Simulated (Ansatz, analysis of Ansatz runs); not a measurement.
# GdClO (P4/nmm): a line between two O sites for an added hole, part 3 of 3

Question: does an added hole stay on the O atom where it is started in GdClO (P4/nmm), and if so, how high is the barrier for a hop to another O site nearby? Model: a cell of 48 host atoms.

Ansatz 0.2.0; plane-wave PAW DFT, PBEsol+U; relaxation of all atoms of a supercell at fixed charge in a uniform background; PAW set soft_1.

So far. Step 3 (The hole on the first site): The largest changes of the moments are 0.74 μB on O47, 0.04 μB on O12 and 0.04 μB on O48. The largest part sits on the chosen site. Step 4 (The hole on the second site): The largest changes of the moments are 0.74 μB on O36, 0.05 μB on O47 and 0.05 μB on O11. The largest part sits on the chosen site.

### Step 5. Points on the line between the two structures

Level of this step: plane-wave PAW DFT, PBEsol+U; single point of a supercell at fixed charge in a uniform background; PAW set soft_1 (Ansatz).

All atoms move on the straight line between the two relaxed structures, 4.81 amu^1/2 Å long in mass-weighted terms. Each point starts from the state of the point before, once from either end, so that both localised states can be followed; the midpoint is also started with the carrier shared.

Contents of A.x0500/input.yaml:

```yaml
crystal:
  lattice:
    - [7.85696959, 0.0, 0.0]
    - [0.0, 7.85696959, 0.0]
    - [0.0, 0.0, 13.26117039]
  atoms:
    - { symbol: Gd, position: [0.006833, 0.252706, 0.409537], spin: 7.0 }
    - { symbol: Gd, position: [0.249967, -0.000306, 0.0865], spin: -7.0 }
[... 22 atom lines left out ...]
    - { symbol: Gd, position: [0.494789, 0.244228, 0.405662], spin: 7.0 }
[... 8 atom lines left out ...]
    - { symbol: Cl, position: [0.507553, 0.25731, 0.685612] }
[... 1 atom line left out ...]
    - { symbol: O, position: [0.748267, 0.253536, 0.493655] }
[... 2 atom lines left out ...]
    - { symbol: Cl, position: [0.754422, 0.50396, 0.313942] }
[... 4 atom lines left out ...]
    - { symbol: Gd, position: [0.754961, 0.504487, 0.59575], spin: -7.0 }
[... 2 atom lines left out ...]
    - { symbol: O, position: [0.504133, 0.497772, 0.493621], spin: 1.0 }
    - { symbol: O, position: [0.748244, 0.747324, 0.503162] }
total_charge: 1
basis:
  ecutwfc: 420
  xc_grid: 2
hamiltonian:
  xc: pbesol
  hubbard:
    sites: [{ species: Gd, l: f, u_eff: 6.0 }, { species: O, l: p, u_eff: 5.0 }]
    projectors: ortho-atomic
  pseudopotentials: { kind: paw, azcp: { folder: soft_1 }, xc_functional: pbe }
kpoints:
  mp_grid: { grid: [1, 1, 1] }
magnetization:
  spin_polarized: true
  initial_magnetization: 1
  spin_locking: { lock_magnetization: hard }
scf:
  occupations: { method: fermi_dirac, width: 0.01 }
  max_iter: 120
  lower_state_search: "off"
output:
  forces: true
  eigenvalues: true
  eigenstates: { localisation: true }
  write_density: true
  write_potential: true
  volumetric_format: npy
checkpoint:
  read: "../A.x0375.run"
  write: "../A.x0500.run"
  compress: false
  write_wavefunctions: true
  write_every: 100000
```

The run is started by

```
$ ansatz run input.yaml --threads 4 --pin off --max-ram 17899MiB --backend cpu --events-out ev --progress --plain --runs-dir out
```

Numbers of over 12 decimals in the logs are rounded to 6 here.

What it wrote:

```text
[...]
Warning: checkpoint.read: the run can stay near the saved state's solution: 48 site(s) moved relative to the saved geometry (max |Δs| = 1.718e-3 fractional); [...]
band count auto-derived: 334 (N_el = 495.0; filled up to band 248; 298 by the electrons, moments and atoms)
[...]
Crystal: 48 atoms, lattice volume = 818.638 Å³
Basis set: ecut = 420 eV, 15981 PW (Γ), exchange–correlation on 108×108×180 points (8 copies of the dense FFT grid, shifted against one another)
Bands: 334, of which v1, the nominal top of the filled ones, is band 248 counted from 1 (247 counted from 0)
Symmetry: 1 space group operations
[...]
k-points: 1
[...]
SCF iter  18: F=-173677.114088 eV  HF=-173677.114088 eV  |F-HF|=3.21e-8  |Δ(HF+E_count)|=   1.97e-8  Δρ=2.25e-6 (↑4.18e-7 ↓2.25e-6)  dr2=5.96e-8  dr2_m=8.35e-9  M=1.000 μB ∫|m|=114.368 μB  ethr=2.02e-11  ⟨swp⟩=20.5  Hψ=6767  notcnv=0
SCF 1 converged in 18 iterations: F = -173677.114088 eV  dr2 = 5.96e-8
[...]
SCF converged after 18 iterations
Stability checked in part: among states of this total moment the steps that led to this state did not find it unstable. No probe was made; neither looks for a lower state of another moment (fixed_total_moment; see scf.lower_state_search)
Magnetization: 1.0000 μB (248.0000 up, 247.0000 down)
Absolute magnetization: 114.3840 μB (∫|ρ↑−ρ↓|, with the PAW one-centre terms)
[...]
Per-site moments (μB) at R_I (Å): [(6.855690, 0.941446), (-6.854629, 0.939046), (-0.00179329, 1.210656), [... 45 left out ...]
Free energy (F): -173677.114088 eV
[...]
Internal energy: -173677.114088 eV  (E = F + TS)
E sigma→0 (E₀):  -173677.114088 eV
Fermi energy:    9.143534 (↑ 11.242157, ↓ 9.141175) eV
[...]
--- Forces (eV/Å), atoms counted from 1 ---
  atom   1  Gd    -0.02992448     0.21774912    -0.00870550
  atom   2  Gd     0.00595668     0.00567948     0.01714047
  [... 9 atoms left out ...]
  atom  12  O     -0.15207207    -0.18258467     0.04093906
  [... 10 atoms left out ...]
  atom  23  O      0.18026157     0.12857413     0.04077209
  [... 1 atom left out ...]
  atom  25  Gd    -0.01716309    -0.00734272     0.01038910
  [... 8 atoms left out ...]
  atom  34  Cl     0.01037766     0.00942422    -0.01587789
  atom  35  O     -0.17445179    -0.14446351     0.04063686
  atom  36  O     -0.26402313     0.21590026     0.33349025
  [... 2 atoms left out ...]
  atom  39  Cl     0.02264649     0.02201545    -0.12116867
  [... 4 atoms left out ...]
  atom  44  Gd     0.00192777     0.00796003    -0.36973582
  [... 2 atoms left out ...]
  atom  47  O      0.20450412    -0.26029586     0.32903766
  atom  48  O      0.13510095     0.18797434     0.04259935
  max |Σ_I F_I| component: 5.97e-5 eV/Å
--- Band table (eV) ---
[...]
Occupation matrices written to <dir>
```

Wall time 34 s (4 threads of Arm Neoverse V2, shared host); peak memory 1.8 GiB.

The column dr2 measures how far the density is from self-consistency, as an energy; F and HF (Harris–Foulkes) agree once it is small.

From eigenstates.tsv, first k-point; energies on the run's zero. The participation number counts the atoms that a state is spread over, of 48; bands count from 0.

```
spin  band  energy (eV)  occupation  participation  largest share on  share
down   241        8.479        1.00           22.4              Cl46   0.08
down   242        8.494        1.00           26.0              Cl39   0.11
down   243        8.522        1.00           17.2              Cl27   0.13
down   244        8.581        1.00           16.4              Cl39   0.18
down   245        8.848        1.00           23.2               O30   0.06
down   246        8.891        1.00           27.5               O30   0.05
down   247        9.392        0.00            4.4               O47   0.33
down   248       13.616        0.00           28.4              Gd44   0.07
down   249       14.120        0.00           12.0               Gd8   0.13
down   250       14.123        0.00           12.6               Gd8   0.13
down   251       14.298        0.00           11.7               Gd8   0.14
  up   242        8.476        1.00           19.2              Cl27   0.11
  up   243        8.485        1.00           17.9              Cl39   0.14
  up   244        8.496        1.00           20.1              Cl34   0.11
  up   245        8.502        1.00           21.5              Cl46   0.09
  up   246        8.875        1.00           24.5               O30   0.06
  up   247        8.882        1.00           24.9               O30   0.06
  up   248       13.598        0.00           22.5              Gd44   0.11
  up   249       14.191        0.00           14.0               Gd1   0.12
  up   250       14.204        0.00           12.5              Gd13   0.12
  up   251       14.270        0.00            8.9              Gd44   0.25
  up   252       14.288        0.00            9.0              Gd44   0.27
```

Under PBEsol+U (5, 6 eV) at the zone centre alone, the highest filled state is spin down, spread over 27 of 48 atoms, and the lowest empty one, 0.50 eV above it, is spin down, spread over 4 of 48 atoms.

Spin density in the ab plane at fractional z = 0.500, through the centre, with atoms of O within 0.45 Å of it.

Ten even steps from '_' (-0.03 e/Å³) to '@' (0.74 e/Å³), each cell a mean:
```
....________________________________________
____________________________________________
____________________________________________
__________..________________________________
________..::________________________________
__________....______________________________
__________....______________________________
____________________________________________
____________________..______________________
__________________::==::____________________
__________________--@@**==..________________
__________________....####::________________
______________________::::__________________
____________________________________________
______________________________::==..________
____________________________..++@@::________
______________________________..**##::______
________________________________==++::______
________________________________....________
____________________________________________
__________________________________________..
....____________________________________..::
```
Columns run along a (7.9 Å), rows up along b (7.9 Å). Atoms in or near the plane, at fractional coordinates: O at (0.00, 0.00), O at (0.25, 0.25), O at (0.00, 0.50), O at (0.25, 0.75), O at (0.50, 0.00), O at (0.75, 0.25), O at (0.50, 0.50), O at (0.75, 0.75).

Electrostatic potential energy in the ab plane at fractional z = 0.500, through the centre, with atoms of O within 0.45 Å of it. With pseudopotentials it is smooth inside the atoms' cores, unlike the true potential.

Values in eV, 12 rows by 16 columns, each cell a mean:
```
-14   6  11   7   5   9  11  -7 -15   4  12   8   7  10  10  -9
 10  12  13  10   8  12  13  11  10  12  13  10   8  13  13  11
  3   8   9 -16 -23  -2  11   7   5   9   8 -18 -23   1  10   5
  5   9  11 -10 -17   3  12   8   7  10  10 -11 -16   5  11   6
  8  12  13  11  10  12  13  10   8  13  13  12  11  13  13  10
-23   1  11   7   6   9   9 -17 -24  -3  11   8   7  10   8 -18
-16   5  12   8   7  10  11  -9 -18   2  12   9   9  11  11 -11
 10  12  13   9   6  12  13  12  11  13  13   8   7  13  13  11
  5   9   9 -18 -24  -3  12   8   7  10   8 -20 -24   0  11   7
  7  10  11  -7 -15   4  12   9   8  11  11  -9 -15   5  11   8
  7  12  13  11  10  12  13  10   7  12  13  11  10  12  13   9
-24   0  10   5   4   8   9 -17 -24  -3  11   7   6   9   8 -20
```
Columns run along a (7.9 Å; values clipped at the 3rd and 97th percentile), rows up along b (7.9 Å). Atoms in or near the plane, at fractional coordinates: O at (0.00, 0.00), O at (0.25, 0.25), O at (0.00, 0.50), O at (0.25, 0.75), O at (0.50, 0.00), O at (0.75, 0.25), O at (0.50, 0.50), O at (0.75, 0.75).

Valence density in the ab plane at fractional z = 0.500, through the centre, with atoms of O within 0.45 Å of it. It is the smooth field of the valence electrons, not physical close to the nuclei.

Values in e/Å³, 12 rows by 16 columns, each cell a mean:
```
3.2 0.9 0.2 0.2 0.2 0.2 0.5 2.2 3.4 1.1 0.2 0.2 0.2 0.2 0.6 2.5
0.3 0.2 0.2 0.5 0.7 0.3 0.2 0.3 0.3 0.2 0.2 0.5 0.7 0.3 0.2 0.3
0.3 0.2 0.6 3.3 5.2 1.6 0.3 0.2 0.2 0.2 0.7 3.7 4.9 1.4 0.3 0.2
0.2 0.2 0.5 2.5 3.7 1.2 0.2 0.2 0.2 0.2 0.6 2.7 3.6 1.1 0.2 0.2
0.7 0.3 0.2 0.3 0.4 0.2 0.2 0.4 0.7 0.3 0.2 0.3 0.4 0.2 0.2 0.6
5.0 1.4 0.2 0.2 0.2 0.2 0.5 3.0 5.1 1.6 0.2 0.1 0.2 0.2 0.7 3.7
3.5 1.1 0.2 0.2 0.2 0.2 0.5 2.4 3.5 1.1 0.2 0.1 0.2 0.2 0.6 2.7
0.4 0.2 0.2 0.6 0.8 0.4 0.2 0.3 0.3 0.2 0.2 0.6 0.7 0.3 0.2 0.3
0.2 0.2 0.7 3.6 5.6 1.7 0.3 0.2 0.2 0.2 0.7 3.7 5.2 1.5 0.2 0.2
0.2 0.2 0.5 2.2 3.3 1.1 0.2 0.2 0.2 0.2 0.5 2.4 2.9 0.9 0.2 0.2
0.8 0.3 0.2 0.3 0.3 0.2 0.2 0.6 0.8 0.4 0.2 0.3 0.3 0.2 0.2 0.6
5.3 1.4 0.2 0.2 0.3 0.2 0.7 3.5 5.5 1.7 0.3 0.2 0.2 0.2 0.8 3.9
```
Columns run along a (7.9 Å), rows up along b (7.9 Å). Atoms in or near the plane, at fractional coordinates: O at (0.00, 0.00), O at (0.25, 0.25), O at (0.00, 0.50), O at (0.25, 0.75), O at (0.50, 0.00), O at (0.75, 0.25), O at (0.50, 0.50), O at (0.75, 0.75).

Free energies from the first end:

```
started from  fraction  energy (eV)  moment change on O47 (μB)  on O36 (μB)
  first site         0        0.000                       0.74         0.04
  first site     0.125        0.015                       0.71         0.06
  first site      0.25        0.057                       0.68         0.10
  first site     0.375        0.111                       0.60         0.18
  first site       0.5        0.143                       0.40         0.40
  first site     0.625        0.110                       0.18         0.60
 second site     0.875        0.015                       0.07         0.71
 second site      0.75        0.056                       0.10         0.68
 second site     0.625        0.110                       0.18         0.60
 second site       0.5        0.143                       0.40         0.40
 second site     0.375        0.111                       0.60         0.18
      shared       0.5        0.143                       0.40         0.40
 second site         1        0.000                       0.05         0.74
```

### Step 6. What came out

```yaml
barrier_forward: 0.14 eV
barrier_backward: 0.14 eV
distance_of_the_two_sites_without_the_carrier: 2.78 Å
carrier_at_the_midpoint: shared
```

On this line the hole must cross 0.14 eV to hop 2.78 Å; both ends have the same energy within 0.005 eV. At the midpoint the lowest state found shares the carrier between both sites, and no finished start kept it on one. That fits an adiabatic hop but does not prove it, since self-interaction left by this U favours sharing too. With an assumed attempt frequency of 1e13 per second the rate at 300 K would be 4e+10 per second for this barrier, if every crossing succeeded. A straight line need not be the lowest path, so the true barrier at this U can be lower, or higher if the ends can still break their symmetry. No run compares the localised hole with one spread in the band, so its binding is unknown and the barrier may exceed it. The magnetic order was assumed and need not be the ground state. The total moment is locked, so a carrier of the other spin direction was not tried. The program's search for lower electronic states was switched off in all runs, so that each state is followed; none is shown to be the lowest at its structure. No image-charge correction is applied; it nearly cancels along the line while the charge stays localised. What this leaves open: sampling at the zone centre alone can move energies of charged and open-shell states by tenths of an eV or more in cells of this size; the images are only 7.9 Å apart; gap and trapping depend on the U chosen (Gd f 6.0 eV, O p 5.0 eV); spin–orbit coupling, which can matter with heavy atoms, is left out.

[Logs are printed without paths, hosts, clocks, repeated set-up lines and the standing remarks that a program may print on its own settings, such as how far it seeks lower states.]

[Hosts, paths, dates, database ids (printed as entryN), source tags and the programs' standing remarks are cut or masked in the printed files.]
